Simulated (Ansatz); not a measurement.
## What NaSnI3 (model cell, started as cubic perovskite with Sn in the octahedra) distorts into

Which phase does NaSnI3 (model cell, started as cubic perovskite with Sn in the octahedra) fall into along its unstable mode, and how much energy does it gain?

Main program and level: Ansatz 0.2.0; DFT LDA, scalar-relativistic, plane waves, PAW.

Most raw output is cut from this account.

The structure was built from a prototype and need not be the compound's stable phase.

In doubt: the program warns that the response may not be converged on this k-mesh (step 7), which bears on the force constants and all frequencies.

### Step 1. Starting point

It takes space group Pm-3m (No. 221, cubic). Conventional cell: a = 6.010 Å, b = 6.010 Å, c = 6.010 Å, α = 90.00°, β = 90.00°, γ = 90.00°. Nearest to Na lie 12 I at 4.25 Å. Nearest to Sn lie 6 I at 3.01 Å. Nearest to I lie 2 Sn at 3.01 Å. Farther neighbours and most contacts between anions are not listed.

### Step 2. Linear response at the zone centre

The cell comes from relaxations at this level that are not shown. The zone centre is the only wavevector solved here; it holds the modes that light can see, as far as symmetry allows. No field response is asked, since the mesh shows no gap.

File input.yaml:

```yaml
crystal:
  lattice:
    - [6.0100029661, 0.0, 0.0]
    - [0.0, 6.0100029661, 0.0]
    - [0.0, 0.0, 6.0100029661]
  atoms:
    - { symbol: Na, position: [0.0, 0.0, 0.0] }
    - { symbol: Sn, position: [0.5, 0.5, 0.5] }
    - { symbol: I, position: [0.5, 0.5, 0.0] }
    - { symbol: I, position: [0.5, 0.0, 0.5] }
    - { symbol: I, position: [0.0, 0.5, 0.5] }
kpoints:
  mp_grid: { grid: [6, 6, 6] }
hamiltonian:
  xc: lda
scf:
  occupations: { method: methfessel_paxton, width: 0.15 }
output:
  eigenvalues: true
phonons:
  method: dfpt
```

Run with:

```
$ ansatz run input.yaml --threads 8 --pin off --max-ram 14336MiB --backend cpu --events-out ev --progress --plain --runs-dir out
```

The job ended after 2 min (8 threads of Arm Neoverse V1, shared host; peak memory 2.4 GiB; 8.2 min of CPU time).

Numbers from this step:

* volume per atom: 43.42 Å³
* gap on the k-mesh: 0 eV
* sum-rule residual before enforcement: 2.93e-5 eV/Å²
* point group: m-3m
* highest optical mode at the zone centre (no LO-TO term): 92.57 cm⁻¹
* lowest optical zone-centre mode: -81.94 cm⁻¹

Patterns of degenerate modes are one choice out of their space. Modes at Γ, with each element's share of the kinetic energy (negative means imaginary):

| mode | frequency (cm⁻¹) | symmetry | Na % | Sn % | I % |
| --- | --- | --- | --- | --- | --- |
| 1 | -81.9 | T1u | 91 | 0 | 9 |
| 2 | -81.9 | T1u | 91 | 0 | 9 |
| 3 | -81.9 | T1u | 91 | 0 | 9 |
| 4 | -20.2 | T2u | 0 | 0 | 100 |
| 5 | -20.2 | T2u | 0 | 0 | 100 |
| 6 | -20.2 | T2u | 0 | 0 | 100 |
| 7 | 0.0 | acoustic | 4 | 23 | 73 |
| 8 | 0.0 | acoustic | 4 | 23 | 73 |
| 9 | 0.0 | acoustic | 4 | 23 | 73 |
| 10 | 31.2 | T1u | 5 | 38 | 57 |
| 11 | 31.2 | T1u | 5 | 38 | 57 |
| 12 | 31.2 | T1u | 5 | 38 | 57 |
| 13 | 92.6 | T1u | 0 | 39 | 61 |
| 14 | 92.6 | T1u | 0 | 39 | 61 |
| 15 | 92.6 | T1u | 0 | 39 | 61 |

Displacements in mode 2 (-81.9 cm⁻¹), the largest set to 1:
```
Na1  0.00  0.16  1.00
Sn2  0.00  0.00  0.01
I3   0.00 -0.02  0.00
I4   0.00  0.00 -0.09
I5   0.00 -0.02 -0.09
```

Displacements in mode 11 (31.2 cm⁻¹), the largest set to 1:
```
Na1 -0.79 -0.17  0.12
Sn2  1.00  0.21 -0.15
I3  -0.71 -0.15 -0.09
I4  -0.71  0.13  0.10
I5   0.63 -0.15  0.10
```

Before it was imposed, the acoustic sum rule was missed by 2.9e-5 eV/Å². Small misses are needed for a sound result but don't prove that mesh and cutoff are converged. The lowest optical mode is imaginary, 81.9i cm⁻¹, so the energy falls along it.

### Step 3. The mode frozen in, largest atomic shift 0 Å

The mode followed lies at Γ with frequency 20.2i cm⁻¹ and is 3-fold degenerate, one of the unstable modes though not the softest. At small amplitude the distorted cell has space group no. 155 by a symmetry search on the positions. The undistorted cell that holds it gives the zero of energy on the same k mesh.

Changes to input.yaml since step 2:

```diff
@@ -18,4 +18,4 @@
 output:
+  forces: true
+  stress: true
   eigenvalues: true
-phonons:
-  method: dfpt
```

Run time: 2 s. Hardware: 8 threads; peak memory 0.79 GiB.

This step gave:

```
pressure                         : 3.75e-4 GPa
energy from the undistorted cell : 0 meV/atom
```

The run ends at a pressure of 0.00 GPa.

### Step 4. The mode frozen in, largest atomic shift 0.45 Å

The atoms are moved along the unstable eigenvector, the largest shift by 0.45 Å, with the cell fixed.

input.yaml, the sections that differ from step 3:

```yaml
crystal:
  lattice:
    - [6.0100029661, 0.0, 0.0]
    - [0.0, 6.0100029661, 0.0]
    - [0.0, 0.0, 6.0100029661]
  atoms:
    - { symbol: Na, position: [0.0, 0.0, 0.0] }
    - { symbol: Sn, position: [0.5, 0.5, 0.5] }
    - { symbol: I, position: [0.5529447412, 0.5529447412, 0.0] }
    - { symbol: I, position: [0.4470552588, 0.0, 0.4470552588] }
    - { symbol: I, position: [0.0, 0.4470552588, 0.5529447412] }
# kpoints, hamiltonian, scf, output: as in step 3
```

Run time: 4.4 s. Hardware: 8 threads; peak memory 0.77 GiB.

This step gave:

* pressure: -0.1533 GPa
* gap on the k-mesh: 0.4343 eV
* energy from the undistorted cell: -5.079 meV/atom

The energy, extrapolated to zero smearing, is -5.08 meV/atom against the undistorted cell.

The run ends at a pressure of -0.15 GPa, with forces up to 5.9e-4 eV/Å.

### Step 5. Energy along the mode, all amplitudes (two of the runs are shown above)

An imaginary frequency means negative curvature, so the energy should fall and then rise again as anharmonic terms take over.

Numbers from this step:

- depth at the lowest point sampled: 5.079 meV/atom
- largest atomic shift at that point: 0.45 Å

Table of energy from the parent by largest atomic shift:

| largest atomic shift (Å) | energy from the parent (meV/atom) |
| --- | --- |
| 0.000 | 0 |
| 0.040 | -0.091 |
| 0.080 | -0.354 |
| 0.140 | -1.02 |
| 0.220 | -2.26 |
| 0.320 | -3.98 |
| 0.450 | -5.08 |
| 0.600 | -3.05 |

Displacement at unit largest shift by atom:

| atom | x (Å) | y (Å) | z (Å) | size |
| --- | --- | --- | --- | --- |
| Na1 | 0.000 | 0.000 | 0.000 | 0.000 |
| Sn2 | 0.000 | 0.000 | 0.000 | 0.000 |
| I3 | 0.707 | 0.707 | 0.000 | 1.000 |
| I4 | -0.707 | 0.000 | -0.707 | 1.000 |
| I5 | 0.000 | -0.707 | 0.707 | 1.000 |

The lowest of the steps tried is at 0.45 Å, 5.08 meV/atom below the parent; the bottom of the well need not coincide with a step.

### Step 6. Relaxing from the distorted cell

Starting from the lowest point found, all atoms and the cell are let go, so that strain and other modes of the same symmetry can join in.

Changes to input.yaml since step 4:

```diff
@@ -21 +21,6 @@
   eigenvalues: true
+relax:
+  adjacent_minimum: "off"
+  f_tol: 0.002
+  max_steps: 120
+  cell: { stress_tol: 0.03 }
```

The job ended after 61 s (8 threads; peak memory 0.84 GiB).

Relaxation path:

| step | energy less that of the first step (eV) | largest force component (eV/Å) | pressure (GPa) | volume (Å³) |
| --- | --- | --- | --- | --- |
| 1 | 0.0000 | 0.0004 | -0.15 | 217.08 |
| 2 | -0.0296 | 0.0350 | -0.07 | 215.75 |
| 3 | -0.1387 | 0.1292 | 0.19 | 210.11 |
| 4 | -0.2936 | 0.1606 | 0.45 | 203.41 |
| 5 | -0.3672 | 0.0014 | 0.22 | 202.99 |
| 6 | -0.3592 | 0.0030 | -0.39 | 209.07 |
| 7 | -0.3694 | 0.0041 | 0.04 | 204.68 |
| 8 | -0.3695 | 0.0008 | 0.02 | 204.92 |
| 9* | -0.3710 | 0.0008 | 0.04 | 204.92 |
| 10 | -0.3712 | 0.0019 | -0.01 | 205.28 |
| 11* | -0.3712 | 0.0019 | -0.01 | 205.28 |

Relaxation steps marked * repeat the geometry before them on a plane-wave basis chosen anew for their cell, so energy and pressure can jump there. Relaxation step 6 was tried and not accepted.

Forces are held to the 6 operations that the run works with; a distortion that breaks them can't arise in this run.

| cell as run | before | after | change |
| --- | --- | --- | --- |
| a (Å) | 6.010 | 5.966 | -0.7 % |
| b (Å) | 6.010 | 5.966 | -0.7 % |
| c (Å) | 6.010 | 5.966 | -0.7 % |
| α (°) | 90.00 | 81.02 | -10.0 % |
| β (°) | 90.00 | 98.98 | +10.0 % |
| γ (°) | 90.00 | 98.98 | +10.0 % |
| volume (Å³/atom) | 43.42 | 41.06 | -5.4 % |

The atoms that moved most (Å, as changes of fractional coordinates times the final cell):

| atom | dx | dy | dz | length |
| --- | --- | --- | --- | --- |
| I3 | 0.315 | 0.315 | 0.000 | 0.445 |
| I5 | 0.000 | -0.315 | 0.315 | 0.445 |
| I4 | -0.315 | 0.000 | -0.315 | 0.445 |

This step gave:

```
pressure          : -0.005594 GPa
volume per atom   : 41.06 Å³
gap on the k-mesh : 0.9186 eV
```

The distorted start has space group R32; the relaxation ends in R32.

### Step 7. Modes of the new phase, occupations fixed

A relaxed structure may still be a saddle point, so its zone-centre modes are computed. The response to a homogeneous field gives the Born charges and the dielectric tensor.

File input.yaml:

```yaml
crystal:
  lattice:
    - [5.9318300316, -0.4513596036, -0.4513596036]
    - [-0.4513596036, 5.9318300316, 0.4513596036]
    - [-0.4513596036, 0.4513596036, 5.9318300316]
  atoms:
    - { symbol: Na, position: [0.0, 0.0, 0.0] }
    - { symbol: Sn, position: [0.5, 0.5, 0.5] }
    - { symbol: I, position: [0.610421726, 0.610421726, 0.0] }
    - { symbol: I, position: [0.389578274, 0.0, 0.389578274] }
    - { symbol: I, position: [0.0, 0.389578274, 0.610421726] }
kpoints:
  mp_grid: { grid: [6, 6, 6] }
hamiltonian:
  xc: lda
scf:
  occupations: { method: fixed }
output:
  eigenvalues: true
phonons:
  method: dfpt
  dielectric: true
  rigid_motions: translations
```

Run time: 2.7 min. Hardware: 8 threads; peak memory 4.2 GiB.

Numbers from this step:

* sum-rule residual before enforcement: 3.27e-5 eV/Å²
* miss of the charge sum rule: 0.01980 e
* estimated error of the dielectric tensor: 0.02907
* estimated error of the Born charges: 0.04559 e
* point group: 32
* highest optical mode at the zone centre (no LO-TO term): 152.7 cm⁻¹
* lowest optical zone-centre mode: -46.51 cm⁻¹
* mean high-frequency dielectric constant: 6.872
* largest Born charge (third of the trace): 4.601 e
* top of the zone-centre spectrum with the field: 164.8 cm⁻¹

Patterns of degenerate modes are one choice out of their space. Modes at Γ, with each element's share of the kinetic energy (negative means imaginary):

| mode | frequency (cm⁻¹) | symmetry | Na % | Sn % | I % |
| --- | --- | --- | --- | --- | --- |
| 1 | -46.5 | A2 | 93 | 0 | 7 |
| 2 | -10.2 | A2 | 1 | 73 | 26 |
| 3 | 0.0 | acoustic | 4 | 23 | 73 |
| 4 | 0.0 | acoustic | 4 | 23 | 73 |
| 5 | 0.0 | acoustic | 4 | 23 | 73 |
| 6 | 34.3 | E | 2 | 5 | 93 |
| 7 | 34.3 | E | 2 | 5 | 93 |
| 8 | 59.3 | E | 5 | 28 | 67 |
| 9 | 59.3 | E | 5 | 28 | 67 |
| 10 | 62.2 | A2 | 2 | 4 | 94 |
| 11 | 63.1 | A1 | 0 | 0 | 100 |
| 12 | 94.2 | E | 0 | 45 | 55 |
| 13 | 94.2 | E | 0 | 45 | 55 |
| 14 | 152.7 | E | 88 | 0 | 12 |
| 15 | 152.7 | E | 88 | 0 | 12 |

Displacements in mode 1 (-46.5 cm⁻¹), the largest set to 1:
```
Na1 -1.00  1.00  1.00
Sn2  0.02 -0.02 -0.02
I3   0.08 -0.08  0.01
I4   0.08  0.01 -0.08
I5  -0.01 -0.08 -0.08
```

Displacements in mode 7 (34.3 cm⁻¹), the largest set to 1:
```
Na1 -0.02 -0.43  0.41
Sn2 -0.02 -0.29  0.28
I3  -0.98  0.62 -0.02
I4   1.00  0.02 -0.69
I5   0.00 -0.29  0.38
```

Optical modes at the zone centre, without and with the macroscopic field of the longitudinal modes; each column is sorted by frequency, so a row need not hold one and the same mode. Modes with and without the field, by row:

| rank among optical modes | no field (cm⁻¹) | q along (1, 0, 0) (cm⁻¹) |
| --- | --- | --- |
| 1 | -46.5 | -45.6 |
| 2 | -10.2 | 31.9 |
| 3 | 34.3 | 34.3 |
| 4 | 34.3 | 39.7 |
| 5 | 59.3 | 59.3 |
| 6 | 59.3 | 59.4 |
| 7 | 62.2 | 63.1 |
| 8 | 63.1 | 74.6 |
| 9 | 94.2 | 94.2 |
| 10 | 94.2 | 125.7 |
| 11 | 152.7 | 152.7 |
| 12 | 152.7 | 164.8 |

Born charge (rows field, columns displacement) (e), principal values of the symmetric part by kind of site:

| atom | atoms with these values | low | middle | high | mean |
| --- | --- | --- | --- | --- | --- |
| Na1 | 1 | 0.87 | 1.25 | 1.25 | 1.12 |
| Sn2 | 1 | 3.63 | 3.63 | 6.55 | 4.60 |
| I3 | 3 | -4.27 | -0.87 | -0.59 | -1.91 |

In full for I3:

```
-0.79 -0.08  0.62
-0.08 -0.79 -0.62
 0.31 -0.31 -4.14
```

High-frequency dielectric tensor:

```
 6.87 -0.91 -0.91
-0.91  6.87  0.91
-0.91  0.91  6.87
```

Transverse modes; imaginary modes are left out. Infrared lines, with heights relative to the strongest:

| position (cm⁻¹) | relative intensity |
| --- | --- |
| 34 | 3.7 |
| 59 | 0.4 |
| 62 | 61 |
| 63 | 0.0 |
| 94 | 100 |
| 153 | 36 |

Before it was imposed, the acoustic sum rule was missed by 3.3e-5 eV/Å² and the charge sum rule by 0.020 e. Small misses are needed for a sound result but don't prove that mesh and cutoff are converged. The lowest optical mode is imaginary, 46.5i cm⁻¹, so the energy falls along it.

The log warns of the k mesh: “the force constants stand on the 6×6×6 k-mesh, whose period is 10.61 times the interband length at k = (-0.5000, -0.5000, -0.5000), direct gap 1.411 eV, under 14: take them and everything formed from them as unconverged”.

### Step 8. Results

```yaml
unstable_mode_of_the_parent: q = (0, 0, 0), 20i cm⁻¹
depth_at_the_lowest_point_sampled: 5.08 meV/atom
largest_atomic_shift_at_that_point: 0.45 Å
space_group_reached_within_0p01_a: R32
energy_gained_over_the_parent_first_relaxation_on_the_mesh_of_the_frozen_mode: 79.3 meV/atom
volume_per_atom_phase_reached: 41.1 Å³
gap_on_the_k_mesh_phase_reached: 0.919 eV
lowest_optical_zone_centre_mode_phase_reached: -46.5 cm⁻¹
highest_optical_mode_at_the_zone_centre_no_lo_to_term_phase_reached: 153 cm⁻¹
```

**Reading.** Along this mode the structure falls into R32, 79.3 meV/atom below the parent. At the parent's cell the well is 5.079 meV/atom deep on the steps tried, with its lowest point at a shift of 0.45 Å. Relaxing atoms and cell changes the gain by +74.24 meV/atom against the lowest step (energies at zero smearing). Most of the total comes from this relaxation. The new phase still has an imaginary mode at the zone centre of its cell, so it is a saddle point on the way to a lower structure. Of the 6 patterns followed to their end from this parent, this one ends 10.7 meV/atom above the lowest, P4mm. Another end point lies within 1 meV/atom; how such a difference moves with mesh and cutoff was not tested. Each path keeps the symmetry of its pattern, so a lower phase may lie along a pattern not tried. With the field response the log warns that the k mesh is coarse for the force constants too, so the frequencies may not be converged. With no gap, or one that is small against the smearing, the frequencies hang on the k mesh and the smearing, most of all near Kohn anomalies. A semilocal functional can close a gap that the real compound would have, so the metallic treatment may be an artefact of the level. Spin-orbit coupling is left out, which can matter for the heavy elements here. The starting cell was built on a prototype and not taken from a measurement, so the phase need not exist.

[Logs are printed without paths, hosts, clocks, repeated set-up lines and the standing remarks that a program may print on its own settings, such as how far it seeks lower states.]

[Hosts, paths, dates, database ids (printed as entryN), source tags and the programs' standing remarks are cut or masked in the printed files.]
